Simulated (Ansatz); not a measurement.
**CaHg (Pm-3m): Grüneisen parameters**

Wanted: mode Grüneisen parameters of CaHg (Pm-3m).

Method: DFT PBEsol, scalar-relativistic, plane waves, PAW; PAW set soft_1, in Ansatz 0.2.0.

## (1) Starting point

The structure is cubic, space group Pm-3m (No. 221). The conventional cell has a = 3.718 Å, b = 3.718 Å, c = 3.718 Å, α = 90.00°, β = 90.00°, γ = 90.00°. Nearest to Ca lie 8 Hg at 3.22 Å. Nearest to Hg lie 8 Ca at 3.22 Å. Farther neighbours, and contacts between anions beyond the nearest, are not listed.

## (2) Response at finite wavevector

Stability and thermal properties need the whole zone. Linear response on a 4×4×4 q mesh gives force constants as far as a supercell of that size would.

input.yaml

```yaml
crystal:
  lattice:
    - [3.7181259291, 0.0, 0.0]
    - [0.0, 3.7181259291, 0.0]
    - [0.0, 0.0, 3.7181259291]
  atoms:
    - { symbol: Ca, position: [0.0, 0.0, 0.0] }
    - { symbol: Hg, position: [0.5, 0.5, 0.5] }
kpoints:
  mp_grid: { grid: [12, 12, 12] }
hamiltonian:
  xc: pbesol
  pseudopotentials: { kind: paw, azcp: { folder: soft_1 }, xc_functional: pbe }
scf:
  occupations: { method: methfessel_paxton, width: 0.2 }
output:
  eigenvalues: true
phonons:
  method: dfpt
  qmesh: [4, 4, 4]
  temperatures: { t_max: 1000, t_step: 50 }
  qpath:
    path:
      - [[0.0, 0.0, 0.0], [0.0, 0.5, 0.0], [0.5, 0.5, 0.0], [0.0, 0.0, 0.0], [0.5, 0.5, 0.5], [0.0, 0.5, 0.0]]
      - [[0.5, 0.5, 0.5], [0.5, 0.5, 0.0]]
    npoints: 10
```

Command:

```bash
> ansatz run input.yaml --threads 4 --pin off --max-ram 10240MiB --backend cpu --events-out ev --progress --plain --runs-dir out
```

Standard output:

```text
Engine: ansatz 0.2.0, aarch64-unknown-linux-gnu
Pseudopotentials: kind: paw
Pseudopotential: Ca, paw, valence charge 10, recommended cutoff 420 eV (normal), soft_1/Ca.paw.azcp
Pseudopotential: Hg, paw, valence charge 20, recommended cutoff 420 eV (normal), soft_1/Hg.paw.azcp
Functional definition: PBEsol
  exchange = pbesol_x
  correlation = pbesol_c
Crystal: 2 atoms, lattice volume = 51.401 Å³
Basis set: ecut = 420 eV, 1021 PW (Γ), exchange–correlation on 50×50×50 points (8 copies of the dense FFT grid, shifted against one another)
Bands: 19, of which v1, the nominal top of the filled ones, is band 15 counted from 1 (14 counted from 0)
Symmetry: 48 space group operations
k-points: 84 of 1728
Non-local potential: Ca, projectors of the file, l = 0: 3, l = 1: 2, l = 2: 2
Non-local potential: Hg, projectors of the file, l = 0: 3, l = 1: 2, l = 2: 2, l = 3: 1
PAW form: soft (Blöchl's): semilocal exchange-correlation on the pseudo side does not see the compensation charge
PAW frozen core: Ca, regenerated for the run's functional, and the local potential with it (the file was generated under x = pbe(κ = 0.804, μ = 0.219515), c = pbe(β = 0.066725))
PAW frozen core: Hg, regenerated for the run's functional, and the local potential with it (the file was generated under x = pbe(κ = 0.804, μ = 0.219515), c = pbe(β = 0.066725))
PAW one-centre angular grid: Ca, 110 points (default); XC on 64 Gauss nodes
PAW one-centre angular grid: Hg, 590 points (default); XC on 64 Gauss nodes
Initial density: superposition of atomic densities (chi_scale 0.1, normalization cell, long waves kept (reshape's long-wave potential 0.00 eV rms))
Initial wavefunctions: pseudopotential atomic-orbital guess
Functional: x = pbesol(κ = 0.804, μ = 0.123457), c = pbesol(β = 0.046)
SCF iter   1: F=—  HF=-15467.939963 eV  |F-HF|=—  |Δ(HF+E_count)|=         —  Δρ=1.07e-1  dr2=1.12e1  ethr=3.10e-3  ⟨swp⟩=6.3  Hψ=8286  notcnv=0
preconditioner: auto → Kerker (q_TF=auto, 2.494 Å⁻¹)  [metal: Δε(μ)=0.005 eV  Ē_g=5.103 eV  σ=0.200 eV  W_gap=0.02  n_scr=18 (ndim 8)  ℏωp=19.4 eV  f_vac=0.000  D(μ)=1.51/eV (n_scr^D=6)]
SCF iter   2: F=—  HF=-15465.388433 eV  |F-HF|=—  |Δ(HF+E_count)|=    2.55e0  S|Δr|=    0.00e0  Δρ=3.25e-2  dr2=1.33e0  ethr=3.10e-3  ⟨swp⟩=2.9  Hψ=3916  notcnv=0
SCF iter   3: F=—  HF=-15465.010221 eV  |F-HF|=—  |Δ(HF+E_count)|=   3.78e-1  S|Δr|=    0.00e0  Δρ=1.40e-2  dr2=2.13e-1  ethr=3.10e-3  ⟨swp⟩=2.0  Hψ=2575  notcnv=0  defer=4
SCF iter   4: F=—  HF=-15464.941330 eV  |F-HF|=—  |Δ(HF+E_count)|=   6.89e-2  S|Δr|=    0.00e0  Δρ=4.13e-3  dr2=8.42e-3  ethr=7.11e-4  ⟨swp⟩=2.2  Hψ=2728  notcnv=0  defer=4
SCF iter   5: F=—  HF=-15464.939378 eV  |F-HF|=—  |Δ(HF+E_count)|=   1.95e-3  S|Δr|=    0.00e0  Δρ=8.65e-4  dr2=3.38e-4  ethr=2.81e-5  ⟨swp⟩=2.0  Hψ=2282  notcnv=0  defer=4
SCF iter   6: F=—  HF=-15464.939426 eV  |F-HF|=—  |Δ(HF+E_count)|=   4.82e-5  S|Δr|=    0.00e0  Δρ=3.09e-4  dr2=8.68e-5  ethr=1.13e-6  ⟨swp⟩=1.7  Hψ=2439  notcnv=0  defer=4
SCF iter   7: F=—  HF=-15464.939405 eV  |F-HF|=—  |Δ(HF+E_count)|=   2.17e-5  S|Δr|=    0.00e0  Δρ=5.40e-5  dr2=2.31e-6  ethr=2.89e-7  ⟨swp⟩=2.1  Hψ=2210  notcnv=0  defer=4
SCF iter   8: F=—  HF=-15464.939413 eV  |F-HF|=—  |Δ(HF+E_count)|=   8.27e-6  S|Δr|=    0.00e0  Δρ=1.01e-5  dr2=9.76e-8  ethr=7.71e-9  ⟨swp⟩=2.2  Hψ=2354  notcnv=0  defer=4
SCF iter   9: F=—  HF=-15464.939413 eV  |F-HF|=—  |Δ(HF+E_count)|=   1.67e-8  S|Δr|=    0.00e0  Δρ=2.21e-6  dr2=3.62e-9  ethr=3.25e-10  ⟨swp⟩=2.7  Hψ=2422  notcnv=0  defer=4
SCF iter  10: F=—  HF=-15464.939413 eV  |F-HF|=—  |Δ(HF+E_count)|=  6.80e-10  S|Δr|=    0.00e0  Δρ=2.54e-7  dr2=3.53e-11  ethr=1.21e-11  ⟨swp⟩=2.0  Hψ=2220  notcnv=0  defer=4
SCF iter  11: F=-15464.939413 eV  HF=-15464.939413 eV  |F-HF|=7.28e-12  |Δ(HF+E_count)|=  7.28e-12  S|Δr|=    0.00e0  Δρ=8.99e-8  dr2=3.09e-12  ethr=1.00e-12  ⟨swp⟩=5.5  Hψ=6833  notcnv=0
the search or the solves at the SCF's close seem to have found levels that the self-consistency loop had missed (the run counts 5). By its estimate they hold under 1e-12 electrons; where the run keeps them, the occupations were computed again with them
SCF 1 converged in 11 iterations: F = -15464.939413 eV  dr2 = 3.09e-12
  greatest PAW one-centre occupation: 1.000 electrons in one spin orbital (limit 2), on the Hg atom at site 1 (counted from 0), in its partial waves of l = 0
Initial density: read from a saved state, or passed on in memory by an earlier SCF of this step, an earlier step, the calling program or the single point that the run made first
iter 1 solved again at ethr=2.28e-7 eV; its pass at ethr=3.10e-3 eV (dr2=6.85e-5 eV) is discarded
SCF iter   1: F=—  HF=-15464.939418 eV  |F-HF|=—  |Δ(HF+E_count)|=         —  Δρ=2.91e-7  dr2=2.83e-11  ethr=2.28e-7  ⟨swp⟩=3.0  Hψ=11935  notcnv=0
eigensolver tolerance schedule: the retry pair's looser diagonalisation over-reported the residual by 2419742.93 of it (diagonalisation noise at an unbounded share of the residual, at the tolerance the schedule requests for it); recorded, not acted on — ethr = c·dr2/N_el stays at c = 1.0e-1
preconditioner: auto → Kerker (q_TF=auto, 2.494 Å⁻¹)  [metal: Δε(μ)=0.028 eV  Ē_g=13.379 eV  σ=0.200 eV  W_gap=0.12  n_scr=18 (ndim 8)  ℏωp=23.2 eV  f_vac=0.000  D(μ)=1.25/eV (n_scr^D=6)]
SCF iter   2: F=—  HF=-15464.939413 eV  |F-HF|=—  |Δ(HF+E_count)|=   5.33e-6  S|Δr|=    0.00e0  Δρ=1.20e-7  dr2=5.40e-12  ethr=1.00e-12  ⟨swp⟩=3.2  Hψ=7603  notcnv=0
SCF iter   3: F=-15464.939413 eV  HF=-15464.939413 eV  |F-HF|=0.00e0  |Δ(HF+E_count)|=  1.09e-11  S|Δr|=    0.00e0  Δρ=7.40e-8  dr2=2.14e-12  ethr=1.00e-12  ⟨swp⟩=1.0  Hψ=3528  notcnv=0
SCF 2 converged in 3 iterations: F = -15464.939413 eV  dr2 = 2.14e-12
phonons: the bands overlap, so this run is a metal and interpolates without the dipole-dipole term. If the crystal is really an insulator or semiconductor, its LO-TO splitting is missing
NSCF: frozen V_eff on 84 k-points
NSCF: frozen V_eff on 196 k-points
DFPT response loops at q = (0, 0, 0) (fractional): preconditioner auto → Kerker (q_TF=auto, 2.494 Å⁻¹) (partly filled bands, converged f_vac=0.000); β = 1.00, the filter's whole step (`scf.mixing.beta` (0.50) is not read by the response loops under this deck's `scf.mixing.preconditioner`; to damp them name `kerker` or `kerker_dos`, under which they read `scf.mixing.beta`, and type it under 1.00, their step now; both keys bind the ground state too); Broyden in place of MSR1
NSCF: frozen V_eff on 1176 k-points
DFPT response loops at q = (0, 0, 0.25) (fractional): mixed as the last ones told, above
NSCF: frozen V_eff on 686 k-points
DFPT response loops at q = (0, 0, -0.5) (fractional): mixed as the last ones told, above
NSCF: frozen V_eff on 2016 k-points
DFPT response loops at q = (0, 0.25, 0.25) (fractional): mixed as the last ones told, above
NSCF: frozen V_eff on 1176 k-points
DFPT response loops at q = (0, 0.25, -0.5) (fractional): mixed as the last ones told, above
NSCF: frozen V_eff on 686 k-points
DFPT response loops at q = (0, -0.5, -0.5) (fractional): mixed as the last ones told, above
NSCF: frozen V_eff on 1872 k-points
DFPT response loops at q = (0.25, 0.25, 0.25) (fractional): mixed as the last ones told, above
NSCF: frozen V_eff on 2016 k-points
DFPT response loops at q = (0.25, 0.25, -0.5) (fractional): mixed as the last ones told, above
NSCF: frozen V_eff on 1176 k-points
DFPT response loops at q = (0.25, -0.5, -0.5) (fractional): mixed as the last ones told, above
NSCF: frozen V_eff on 392 k-points
DFPT response loops at q = (-0.5, -0.5, -0.5) (fractional): mixed as the last ones told, above
SCF converged after 11 iterations
Stability not checked: this state was not tested for a lower state beside it, because cold or Methfessel-Paxton smearing, or corrected tetrahedra, fill the levels in a way that the test cannot read (fill_not_monotonic; see scf.lower_state_search)
Free energy (F): -15464.939413 eV
Harris-Foulkes:  -15464.939413 eV  (|F-HF|=7.28e-12)
Internal energy: -15464.938808 eV  (E = F + TS)
E sigma→0 (E₀):  -15464.939262 eV
Entropy (-TS):   -0.000605 eV (-0.302 meV/atom)
Fermi energy:    11.342497 eV
--- Per-component energies (eV) ---
  E_band       = -572.727362
  E_kinetic    = 829.560852
  E_local      = -3579.856555  (includes V_loc(G=0)·N_el)
  E_nonlocal   = 175.812590
  E_hartree    = 1469.355061
  E_xc         = -336.352534
  E_vxc        = -408.123014  (∫ρ·V_xc dr)
  E_paw        = -10655.666747  (= ΣΔE_a)
  E_vpaw       = -528.831726  (= ΣTr[D̂ρ^β])
  E_aug_tail   = 0.000405  (compensation charges beyond the density's cutoff)
  E_ewald      = -3368.239384
  E_core_change = 0.447504  (= ΣΔE_core)
  E_smearing   = -0.000605  (= −TS)
  E_closure    = 0.000000  (closes the sum)
  Σ components = -15464.939413   (vs F -15464.939413, Δ=0.00e0)
--- Band table (eV; the first three rows and the last of 84) ---
  k-point 0: bands = [... 11 lower, 4.3029, 4.3029, 4.3029, 13.1075, 13.1075, 15.8553, 15.8553, 15.8553]
  k-point 1: bands = [... 11 lower, 4.2934, 4.2934, 4.3056, 12.9576, 13.1010, 15.2110, 15.2110, 15.4905]
  k-point 2: bands = [... 11 lower, 4.2676, 4.2676, 4.3131, 12.3336, 13.0831, 14.6607, 14.6607, 15.1520]
  k-point 83: bands = [... 11 lower, 4.6337, 4.6337, 9.5883, 10.5430, 10.5430, 10.5430, 16.5469, 16.5469]
--- Phonons (Γ-DFPT): 2 representative perturbations + reference (Σ response iterations 6) ---
  ASR residual: 5.816e-5 → 0.000e0 eV/Å²; symmetrization residual: 4.958e-6 eV/Å²
  ASR residual per site (eV/Å²): 1.16e-7 5.82e-5
  Γ frequencies (cm⁻¹): 0.00 0.00 0.00 133.22 133.22 133.22
--- Phonons (arbitrary-q DFPT): 10 irreducible q on the 4×4×4 mesh ---
  q = [0.0000, 0.0000, 0.0000] (star 1, of the zone-centre solve; hermiticity 4.55e-6, symmetrization 1.64e-11): -0.00 -0.00 0.00 133.22 133.22 133.22
  q = [0.0000, 0.0000, 0.2500] (star 6, 4 solved perturbations in 1848 linear systems a pass and spin channel, the states on 588 of 1728 k-point pairs; hermiticity 3.97e-6, symmetrization 7.70e-12): 39.20 39.20 48.30 130.92 130.92 155.19
  q = [0.0000, 0.0000, -0.5000] (star 3, 4 solved perturbations in 1078 linear systems a pass and spin channel, the states on 343 of 1728 k-point pairs; hermiticity 2.96e-13, symmetrization 2.98e-12): 53.82 55.36 55.36 129.39 129.39 179.11
  q = [0.0000, 0.2500, 0.2500] (star 12, 4 solved perturbations in 3108 linear systems a pass and spin channel, the states on 1008 of 1728 k-point pairs; hermiticity 7.64e-6, symmetrization 2.56e-13): 32.92 48.07 56.75 126.82 156.85 159.87
  q = [0.0000, 0.2500, -0.5000] (star 12, 6 solved perturbations on 588 of 1728 k-point pairs; hermiticity 2.18e-6, symmetrization 1.10e-13): 41.50 48.70 55.00 122.21 158.15 180.95
  q = [0.0000, -0.5000, -0.5000] (star 3, 4 solved perturbations in 1078 linear systems a pass and spin channel, the states on 343 of 1728 k-point pairs; hermiticity 5.45e-6, symmetrization 3.68e-13): 34.01 34.01 53.12 113.28 181.31 181.31
  q = [0.2500, 0.2500, 0.2500] (star 8, 2 solved perturbations on 936 of 1728 k-point pairs; hermiticity 2.04e-6, symmetrization 5.15e-13): 47.04 47.04 53.05 152.51 159.11 159.11
  q = [0.2500, 0.2500, -0.5000] (star 12, 4 solved perturbations in 3108 linear systems a pass and spin channel, the states on 1008 of 1728 k-point pairs; hermiticity 7.66e-7, symmetrization 1.09e-12): 39.83 48.17 55.99 151.55 161.02 181.27
  q = [0.2500, -0.5000, -0.5000] (star 6, 4 solved perturbations in 1848 linear systems a pass and spin channel, the states on 588 of 1728 k-point pairs; hermiticity 3.58e-6, symmetrization 7.07e-14): 44.17 44.17 53.76 152.98 182.92 182.92
  q = [-0.5000, -0.5000, -0.5000] (star 1, 2 solved perturbations on 196 of 1728 k-point pairs; hermiticity 3.65e-13, symmetrization 4.39e-12): 52.81 52.81 52.81 184.35 184.35 184.35
  sum rule: each row above includes the acoustic sum rule's correction from the zone centre's row sums; it moved no ω² by more than (0.28 cm⁻¹)²
  mesh force constants: q→R imaginary residual 2.38e-18; ASR residual 5.816e-5 → 0.000e0 eV/Å²; symmetrization residual 2.220e-15 eV/Å²
  interpolated dispersion: 62 rows × 6 modes
  density of states and harmonic sums: on the 20×20×20 q-mesh, interpolated from the force constants of a 4×4×4 supercell (no non-analytic term)
  largest difference from the sums on the solved wave vectors: F 1.54e-2 eV, S 1.94e-5 and C_V 4.01e-6 eV/K
  zero-point energy: 0.037608 eV/cell   skipped modes (ω ≤ 0): 3   left out of the sums: 6.25e-5 of the cell's modes: C_V's classical limit lies that fraction below 3 k_B per atom; for a crystal, a wire or a layer, F and S can be off by more, and a phonons.interpolated_qmesh denser along its periods is the remedy for the sampling
```

Elapsed: 12 min, on 4 threads of Arm Neoverse N1, shared host; peak memory 2.3 GiB; 48 min of CPU time.

This step gave:

```yaml
volume_per_atom: 25.70 Å³
gap_on_the_k_mesh: 0 eV
sum_rule_residual_before_enforcement: 5.82e-5 eV/Å²
lowest_frequency_on_the_path: 0 cm⁻¹
point_group: m-3m
highest_frequency_on_path_mesh_or_solved_points: 184.4 cm⁻¹
mean_frequency: 101.1 cm⁻¹
debye_temperature_second_moment: 215 K
logarithmic_mean_frequency: 84.1 cm⁻¹
highest_optical_mode_at_the_zone_centre_no_lo_to_term: 133.2 cm⁻¹
lowest_optical_zone_centre_mode: 133.2 cm⁻¹
lowest_mode_on_the_q_mesh_acoustic_modes_at_gamma_apart: 32.92 cm⁻¹
zero_point_energy_per_atom: 18.8 meV
heat_capacity_at_300_k: 24.32 J/(mol atoms K)
vibrational_entropy_at_300_k: 47.91 J/(mol atoms K)
edges_of_the_widest_gap_between_branches_on_path_and_mesh: 56.8, 113.3 cm⁻¹
```

Frequencies (cm⁻¹) solved at each irreducible wavevector; negative means imaginary. Frequencies by wavevector, by row:

```tsv
q in reciprocal lattice units	star	mode 1	mode 2	mode 3	mode 4	mode 5	mode 6
0 0 0	1	0	0	0	133.2	133.2	133.2
0 0 0.25	6	39.2	39.2	48.3	130.9	130.9	155.2
0 0 -0.5	3	53.8	55.4	55.4	129.4	129.4	179.1
0 0.25 0.25	12	32.9	48.1	56.8	126.8	156.8	159.9
0 0.25 -0.5	12	41.5	48.7	55	122.2	158.2	180.9
0 -0.5 -0.5	3	34	34	53.1	113.3	181.3	181.3
0.25 0.25 0.25	8	47	47	53	152.5	159.1	159.1
0.25 0.25 -0.5	12	39.8	48.2	56	151.6	161	181.3
0.25 -0.5 -0.5	6	44.2	44.2	53.8	153	182.9	182.9
-0.5 -0.5 -0.5	1	52.8	52.8	52.8	184.3	184.3	184.3
```

Symmetry leaves 10 wavevectors to solve. The lowest mode among them, the acoustic zeros apart, lies at q = (0, 0.25, 0.25) and is real, 32.9 cm⁻¹.

## (3) Relaxing at another volume, volume ratio 0.97

The volume is scaled by 0.97 and held; symmetry leaves nothing to relax, so this is a single point. The modes can then be followed against volume.

input.yaml, the sections that differ from step 2:

```yaml
crystal:
  lattice:
    - [3.6805665336, 0.0, 0.0]
    - [0.0, 3.6805665336, 0.0]
    - [0.0, 0.0, 3.6805665336]
  atoms:
    - { symbol: Ca, position: [0.0, 0.0, 0.0] }
    - { symbol: Hg, position: [0.5, 0.5, 0.5] }
output:
  forces: true
  stress: true
  eigenvalues: true
# kpoints, hamiltonian, scf: as in step 2
# phonons: removed
```

Standard output:

```text
[...]
Crystal: 2 atoms, lattice volume = 49.859 Å³
Basis set: ecut = 420 eV, 949 PW (Γ), exchange–correlation on 50×50×50 points (8 copies of the dense FFT grid, shifted against one another)
Bands: 19, of which v1, the nominal top of the filled ones, is band 15 counted from 1 (14 counted from 0)
Symmetry: 48 space group operations
[...]
k-points: 84 of 1728
[...]
--- Band table (eV; the first three rows and the last of 84) ---
  k-point 0: bands = [... 11 lower, 4.6864, 4.6864, 4.6864, 13.5627, 13.5627, 16.4015, 16.4015, 16.4015]
  k-point 1: bands = [... 11 lower, 4.6764, 4.6764, 4.6893, 13.4157, 13.5542, 15.7318, 15.7318, 16.0447]
  k-point 2: bands = [... 11 lower, 4.6494, 4.6494, 4.6974, 12.7983, 13.5305, 15.1594, 15.1594, 15.6970]
  k-point 83: bands = [... 11 lower, 5.0380, 5.0380, 10.0976, 10.9119, 10.9119, 10.9119, 17.1435, 17.1435]
[key lines of the parts left out:]
SCF converged after 8 iterations
Free energy (F): -15464.932915 eV
Fermi energy:    11.776796 eV
P = ⅓ Tr σ = 1.3840 GPa (13.840 kbar)
```

Wall time 2.8 s (4 threads); peak memory 0.36 GiB.

Read from the output:

| Property | Result |
| --- | --- |
| pressure | 1.384 GPa |
| volume per atom | 24.93 Å³ |

The run ends at a pressure of 1.38 GPa.

(Part 1 of 2 ends here.)

[Long decimals in the printed logs are rounded to 6 places.]

[Logs are printed without paths, hosts, clocks, repeated set-up lines and the standing remarks that a program may print on its own settings, such as how far it seeks lower states.]

[Hosts, paths, dates, database ids (printed as entryN), source tags and the programs' standing remarks are cut or masked in the printed files.]

[Where the starting crystal was built by hand or by swapping elements, it need not be the compound's stable phase.]
